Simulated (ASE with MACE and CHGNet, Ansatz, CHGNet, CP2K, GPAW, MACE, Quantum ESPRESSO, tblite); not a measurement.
**Machine-learned potentials runs on Ge(111) slab, H on both faces (54 atoms)**

How do the settings of machine-learned potentials change the result for Ge(111) slab, H on both faces (54 atoms)? A plane-wave run serves as the yardstick.

Method: the method is named at each step, in ASE with MACE and CHGNet.

## Step 1: The structure

The cell holds 54 atoms: 36 Ge and 18 H. Cell: a = 12.002 Å, b = 12.002 Å, c = 19.143 Å, α = 90.0°, β = 90.0°, γ = 120.0°. It derives from Ge (diamond-structure). Diamond-structure Ge (a = 5.658 Å), (111) slab of 4 atomic planes, 3 x 3 surface cells, H on the broken bonds of both faces, 12 Å of vacuum; displaced by a Gaussian of 0.02 Å. Then every atom was moved at random, 0.02 Å r.m.s. a Cartesian component (hydrogen 0.6 of that). Regions: slab, 36 atoms (36 Ge); hydrogen, 18 atoms (18 H). Vacuum lies along c.

The yardstick, on the same geometry:

* method: Kohn-Sham DFT, PBE, PAW, plane waves (Ansatz 0.2.0); cutoff 420 eV, Γ point, fermi-dirac smearing of 0.05 eV; PAW set soft_2
* r.m.s. force component: 0.5381 eV/Å
* longest force: 2.251 eV/Å
* gap (highest filled to lowest empty level): 0.6908 eV
* SCF cycles: 10
* time: 20 s on 4 threads of Arm Neoverse V2, shared host
* CPU time: 77 s

## Step 2: MACE MP-0b3 medium potential

Method: machine-learned interatomic potential MACE MP-0b3 medium, trained on PBE(+U) plane-wave data.

run.py

```python
import numpy as np
from ase.io import read
import mlip  # loads the published weights by name

atoms = read("structure.xyz")
atoms.calc = mlip.calc("mace-mp-0b3-medium")
energy = atoms.get_potential_energy()
forces = atoms.get_forces()
print(f"energy {energy:.6f} eV")
print("forces (eV/A)")
for i, (a, f) in enumerate(zip(atoms, forces)):
    print(f"{i:4d} {a.symbol:2s} {f[0]:10.5f} {f[1]:10.5f} {f[2]:10.5f}")
```

structure.xyz

```xyz
54
Lattice="12.00243 0.00000 0.00000 -6.00122 10.39441 0.00000 0.00000 0.00000 19.14331" Properties=species:S:1:pos:R:3 pbc="T T T"
Ge -0.02875 9.23845 8.30207
Ge 8.02044 0.03378 7.53117
Ge -2.01551 8.09423 11.66268
Ge 0.04813 9.21090 10.77558
Ge 1.97824 5.76557 8.38841
Ge 4.02963 6.94066 7.54802
Ge 0.02148 4.58872 11.60984
Ge 2.01070 5.83968 10.81061
Ge 3.99470 9.26069 8.35337
Ge -5.98952 10.38620 7.49518
Ge 2.04017 8.08124 11.57213
Ge 4.00899 9.23471 10.77730
Ge 4.01079 2.30039 8.35510
Ge 6.02192 3.42506 7.53462
Ge 2.01941 1.18663 11.60965
Ge 4.03984 2.27648 10.78170
Ge 5.95764 5.75143 8.32600
Ge 8.00964 6.88786 7.49173
Ge 4.03960 4.66678 11.59721
Ge 6.00325 5.77409 10.79281
Ge -3.97617 9.23523 8.38381
Ge -2.01419 10.37352 7.53385
Ge 6.02162 8.09932 11.59740
Ge -3.99627 9.21101 10.78381
Ge 7.97537 2.34269 8.34457
Ge 9.96964 3.49574 7.51796
Ge 6.01952 1.14785 11.63798
Ge 8.04169 2.28459 10.75318
Ge -2.00843 5.78439 8.32849
Ge 0.01170 6.94399 7.52830
Ge 7.99188 4.61439 11.60640
Ge -1.98256 5.75850 10.78726
Ge -0.07394 2.34893 8.37864
Ge 2.02313 3.42808 7.50456
Ge 10.00883 1.17519 11.67589
Ge -0.01386 2.26796 10.77041
H 1.99414 10.39389 5.98133
H -1.97530 8.11751 13.13403
H 3.99122 6.90698 5.99722
H -0.02215 4.64932 13.14897
H 11.96528 0.00967 6.02593
H 1.99060 8.07708 13.16141
H 6.02564 3.43296 5.97654
H 1.99072 1.11324 13.13901
H 7.97027 6.88266 5.98343
H 4.01475 4.63248 13.15433
H 4.01049 0.02869 5.98707
H 6.00583 8.10691 13.15701
H -1.98040 3.47485 6.05579
H 6.00890 1.17103 13.13576
H -0.03631 6.90948 5.99147
H 8.02344 4.59734 13.17711
H 1.99408 3.51144 5.97769
H 9.98992 1.14099 13.12944
```

Started as:

```bash
$ OMP_NUM_THREADS=1 python run.py > output.txt
```

Output:

```text
energy -220.347669 eV
forces (eV/A)
   0 Ge    0.46107    0.14325    0.54325
   1 Ge   -0.31008   -0.11914   -0.21597
   2 Ge    0.37345   -0.20817   -1.15915
   3 Ge   -0.51177    0.19063   -0.26877
   4 Ge    0.36601   -0.04633   -0.12740
   5 Ge   -0.63816   -0.02413   -0.26060
   6 Ge    0.03315    0.12824   -0.00792
   7 Ge   -0.02405   -0.80308   -0.25200
   8 Ge    0.22263   -0.03978    0.11277
   9 Ge   -0.01803    0.26050    1.25987
  10 Ge   -0.14038    0.33591    0.99761
  11 Ge    0.21256    0.40035   -0.06332
  12 Ge    0.04190   -0.21190    0.14892
  13 Ge   -0.48493    0.32518   -0.48558
  14 Ge   -0.07983   -0.47051   -0.14667
  15 Ge   -0.10147    0.55009   -0.07309
  16 Ge    0.57329   -0.06308    0.44402
  17 Ge   -0.33626    0.36450    0.51491
  18 Ge   -0.39038   -0.53905    0.27564
  19 Ge    0.22027    0.23907   -0.48557
  20 Ge   -0.30216   -0.33711   -0.23827
  21 Ge   -0.02164    0.29003   -0.27764
  22 Ge   -0.17977   -0.17239    0.36121
  23 Ge    0.13314    0.50591    0.05900
[...]
46 H    -0.03192   -0.02726   -0.36883
  47 H     0.01053    0.00390    0.22468
  48 H     0.04360   -0.02351   -1.66162
  49 H    -0.00232    0.00651    1.05498
  50 H     0.03967   -0.00363   -0.49944
  51 H    -0.01928    0.00667    0.09538
  52 H     0.01211   -0.02019   -0.60025
  53 H    -0.01946   -0.00368    1.81568
```

The job ended after 6.9 s (1 thread of Arm Neoverse V2, shared host; peak memory 0.7 GiB).

Banners, paths, timers and routine set-up lines are dropped from the logs unmarked, and long logs keep their key lines alone; longer cuts are marked.

Against the reference:

```
r.m.s. force component                  : 0.4377 eV/Å
r.m.s. difference of force components   : 261.3 meV/Å
longest difference of force vectors     : 781 meV/Å
force difference over r.m.s. force      : 48.56 %
slope of forces against the reference's : 0.713
correlation of force components         : 0.8764
```

Length of the force difference by element (eV/Å):

```csv
element,atoms,mean,most
Ge,36,0.51,0.78
H,18,0.26,0.38
```

A closer look about Ge18, picked at random: 14 atoms, nearest first, numbered in the order of the input, with positions taken from that point.

```
atom      x      y      z  distance (Å)  bonds     Fx     Fy  Fz (eV/Å)
Ge18   0.00   0.00   0.00          0.00      4  -0.34   0.36       0.51
 H45  -0.04  -0.01  -1.51          1.51      1   0.01   0.01      -0.89
Ge29   1.98  -1.10   0.84          2.42      4   0.20   0.06       0.43
Ge17  -2.05  -1.14   0.83          2.49      4   0.57  -0.06       0.44
Ge21   0.02   2.35   0.89          2.51      4  -0.30  -0.34      -0.24
Ge26   1.96  -3.39   0.03          3.92      4  -0.08  -0.04       1.01
 Ge6  -3.98   0.05   0.06          3.98      4  -0.64  -0.02      -0.26
Ge14  -1.99  -3.46   0.04          3.99      4  -0.48   0.33      -0.49
Ge30   4.00   0.06   0.04          4.01      4  -0.14  -0.23      -0.11
Ge22   1.98   3.49   0.04          4.01      4  -0.02   0.29      -0.28
Ge20  -2.01  -1.11   3.30          4.02      4   0.22   0.24      -0.49
Ge32   2.01  -1.13   3.30          4.02      4  -0.11   0.17      -0.16
Ge10  -2.00   3.50   0.00          4.03      4  -0.02   0.26       1.26
Ge24   0.00   2.32   3.29          4.03      4   0.13   0.51       0.06
```

Atoms are counted from 1 here, from 0 in the log.

Forces lie 49 % from the reference's, at 0.081 times its CPU time (on 1 against 4 cores).

## Step 3: CHGNet r2SCAN potential

Method: machine-learned interatomic potential CHGNet r2SCAN, trained on r2SCAN plane-wave data.

run.py, as its differences from that of step 2:

```diff
@@ -5,3 +5,3 @@
 atoms = read("structure.xyz")
-atoms.calc = mlip.calc("mace-mp-0b3-medium")
+atoms.calc = mlip.calc("chgnet-r2scan")
 energy = atoms.get_potential_energy()
```

structure.xyz is that of step 2.

Output:

```text
CHGNet vr2scan initialized with 412,525 parameters
CHGNet will run on cpu
energy -556.249390 eV
forces (eV/A)
   0 Ge    0.18254    0.02561   -0.07872
   1 Ge   -0.10015   -0.05854   -0.10544
   2 Ge    0.11582   -0.09726   -1.26686
   3 Ge   -0.19446    0.07138    0.21047
   4 Ge    0.15173    0.01841   -0.38813
   5 Ge   -0.19999   -0.05196   -0.04828
   6 Ge   -0.07944    0.05383   -0.00704
   7 Ge    0.02511   -0.29743    0.19179
   8 Ge    0.10286   -0.02457   -0.27866
   9 Ge   -0.00654    0.08723    1.32067
  10 Ge   -0.04617    0.10198    0.36980
  11 Ge    0.03817    0.08918    0.27606
  12 Ge   -0.05821   -0.05487   -0.27605
  13 Ge   -0.13771    0.07595   -0.13375
  14 Ge    0.00530   -0.16824   -0.17985
  15 Ge   -0.10720    0.22529    0.29667
  16 Ge    0.21794    0.04922   -0.18233
  17 Ge   -0.06852    0.10259    0.56979
  18 Ge   -0.04015   -0.13765    0.14524
  19 Ge    0.02289   -0.01394    0.15817
  20 Ge   -0.11571   -0.07813   -0.40256
  21 Ge    0.00954    0.03065    0.01253
  22 Ge   -0.02978   -0.03271    0.14067
  23 Ge    0.04584    0.17133    0.34737
[...]
46 H     0.00272   -0.00566    0.15197
  47 H    -0.00144   -0.00610   -0.30203
  48 H     0.04304   -0.01396   -1.25969
  49 H     0.00073    0.01169    0.55217
  50 H    -0.00830   -0.00090    0.08549
  51 H     0.00176   -0.00230   -0.48650
  52 H    -0.00648    0.00624    0.04887
  53 H    -0.02126   -0.03522    1.33767
```

Wall time 3 s (1 thread); peak memory 0.52 GiB.

Against the reference:

| Property | Result |
| --- | --- |
| r.m.s. force component | 0.3346 eV/Å |
| r.m.s. difference of force components | 276.6 meV/Å |
| longest difference of force vectors | 865.3 meV/Å |
| force difference over r.m.s. force | 51.4 % |
| slope of forces against the reference's | 0.5613 |
| correlation of force components | 0.9025 |

Against the first run (49 %), the force difference from the reference is 51 %, at 0.44 times the CPU time; this potential was trained at another functional than the reference's, which explains only part of so large a difference.

## Step 4: MACE MP-0b2 small potential

Method: machine-learned interatomic potential MACE MP-0b2 small, trained on PBE(+U) plane-wave data.

run.py, as its differences from that of step 3:

```diff
@@ -5,3 +5,3 @@
 atoms = read("structure.xyz")
-atoms.calc = mlip.calc("chgnet-r2scan")
+atoms.calc = mlip.calc("mace-mp-0b2-small")
 energy = atoms.get_potential_energy()
```

structure.xyz is that of step 3.

Output:

```text
energy -217.003453 eV
forces (eV/A)
   0 Ge    0.47428    0.16546    0.20986
   1 Ge   -0.33057   -0.10453   -0.09782
   2 Ge    0.34857   -0.16643   -1.36068
   3 Ge   -0.52017    0.19866    0.05707
   4 Ge    0.34679   -0.07649   -0.49462
   5 Ge   -0.61950    0.02237   -0.22266
   6 Ge    0.09819    0.12864   -0.12900
   7 Ge   -0.04719   -0.90665    0.13239
   8 Ge    0.21038   -0.03349   -0.31178
   9 Ge   -0.00682    0.22227    1.46602
  10 Ge   -0.11438    0.33606    0.99926
  11 Ge    0.22286    0.44678    0.31492
  12 Ge    0.01445   -0.18466   -0.25215
  13 Ge   -0.47135    0.33133   -0.39204
  14 Ge   -0.09753   -0.46053   -0.29324
  15 Ge   -0.11028    0.55078    0.31390
  16 Ge    0.60910   -0.09205    0.14299
  17 Ge   -0.36449    0.31496    0.69730
  18 Ge   -0.47548   -0.52999    0.16830
  19 Ge    0.30080    0.26683   -0.13455
  20 Ge   -0.35766   -0.32598   -0.69204
  21 Ge    0.03555    0.32216   -0.18184
  22 Ge   -0.19227   -0.17710    0.26374
  23 Ge    0.15198    0.50180    0.46347
[...]
46 H    -0.04936   -0.01976   -0.05125
  47 H     0.00716   -0.00677   -0.09777
  48 H     0.01232   -0.01179   -1.41686
  49 H     0.01361   -0.00208    0.76298
  50 H     0.04176   -0.01415   -0.19157
  51 H    -0.03177   -0.00642   -0.24048
  52 H     0.01074   -0.02077   -0.30901
  53 H    -0.01706   -0.00105    1.57390
```

Wall time 5.3 s (1 thread); peak memory 0.67 GiB.

Compared with the plane-wave run:

| Item | Value |
| --- | --- |
| r.m.s. force component | 0.4318 eV/Å |
| r.m.s. difference of force components | 150.5 meV/Å |
| longest difference of force vectors | 556.7 meV/Å |
| force difference over r.m.s. force | 27.97 % |
| slope of forces against the reference's | 0.7829 |
| correlation of force components | 0.9755 |

Against the first run (49 %), the force difference from the reference is 28 %, at 0.85 times the CPU time.

The difference per atom is largest on Ge (0.28 eV/Å on average, against 0.065 on H).

## Step 5: All runs compared

Differences are against the plane-wave reference, forces as r.m.s. over components; share is that over the reference's r.m.s. force, slope the least-squares factor from reference forces to these. Total energies of different programs have different zeros and aren't compared.

```
                         run  Δ force, r.m.s. (meV/Å)  share (%)  slope  cores  CPU time  memory (GiB)
                   reference                        -          -      -      4      77 s           2.4
MACE MP-0b3 medium potential                      261       48.6  0.713      1     6.2 s           0.7
     CHGNet r2SCAN potential                      277       51.4  0.561      1     2.8 s          0.52
 MACE MP-0b2 small potential                      151       28.0  0.783      1     5.3 s          0.67
```

Times of the machine-learned potentials are mostly Python's start and the loading of weights.

CPU time is summed over cores on a shared host, where runs went side by side, so it is rough. Symmetry, cutoffs, thresholds, outputs and thread counts weren't matched or tuned between programs; memory under MPI is the largest rank's times the ranks.

A second geometry, displaced anew (every atom was moved at random, 0.08 Å r.m.s. a Cartesian component (hydrogen 0.6 of that)), gives an energy difference that all programs can be tested on. The reference puts it at 107.2 meV/atom.

```
                         run  energy less the first geometry's (meV/atom)  error (meV/atom)  force share at the second geometry (%)
MACE MP-0b3 medium potential                                        87.03             -20.2                                    24.3
     CHGNet r2SCAN potential                                        43.71             -63.5                                    52.8
 MACE MP-0b2 small potential                                        90.73             -16.5                                    18.7
```

## Step 6: Summary of results

| Item | Value |
| --- | --- |
| nearest in forces | MACE MP-0b2 small potential, 28 % |
| its CPU time | 5.3 s |

**Reading.** Machine-learned potentials differ by 28 % (MACE MP-0b2 small potential) to 51 % (CHGNet r2SCAN potential); they were trained on other programs' data, some at another functional. Among those trained on PBE data the slope goes as low as 0.71, with a correlation of 0.88, so directions differ as well as sizes. The energy difference between the two geometries, 107 meV/atom in the reference, is met best by MACE MP-0b2 small potential (-16.5) and worst by CHGNet r2SCAN potential (-63.5). Machine-learned potentials mimic data converged in k, so the reference's own k-point error enters their differences. The electronic-structure runs sample only Γ, in a cell whose shortest periodic width is 10 Å.

[Also dropped from logs without a mark: logging warnings of Python, and SIESTA's first energy breakdown and zero terms.]

[Logs are printed without paths, hosts, clocks, repeated set-up lines and the standing remarks that a program may print on its own settings, such as how far it seeks lower states.]

[Hosts, paths, dates, database ids (printed as entryN), source tags and the programs' standing remarks are cut or masked in the printed files.]
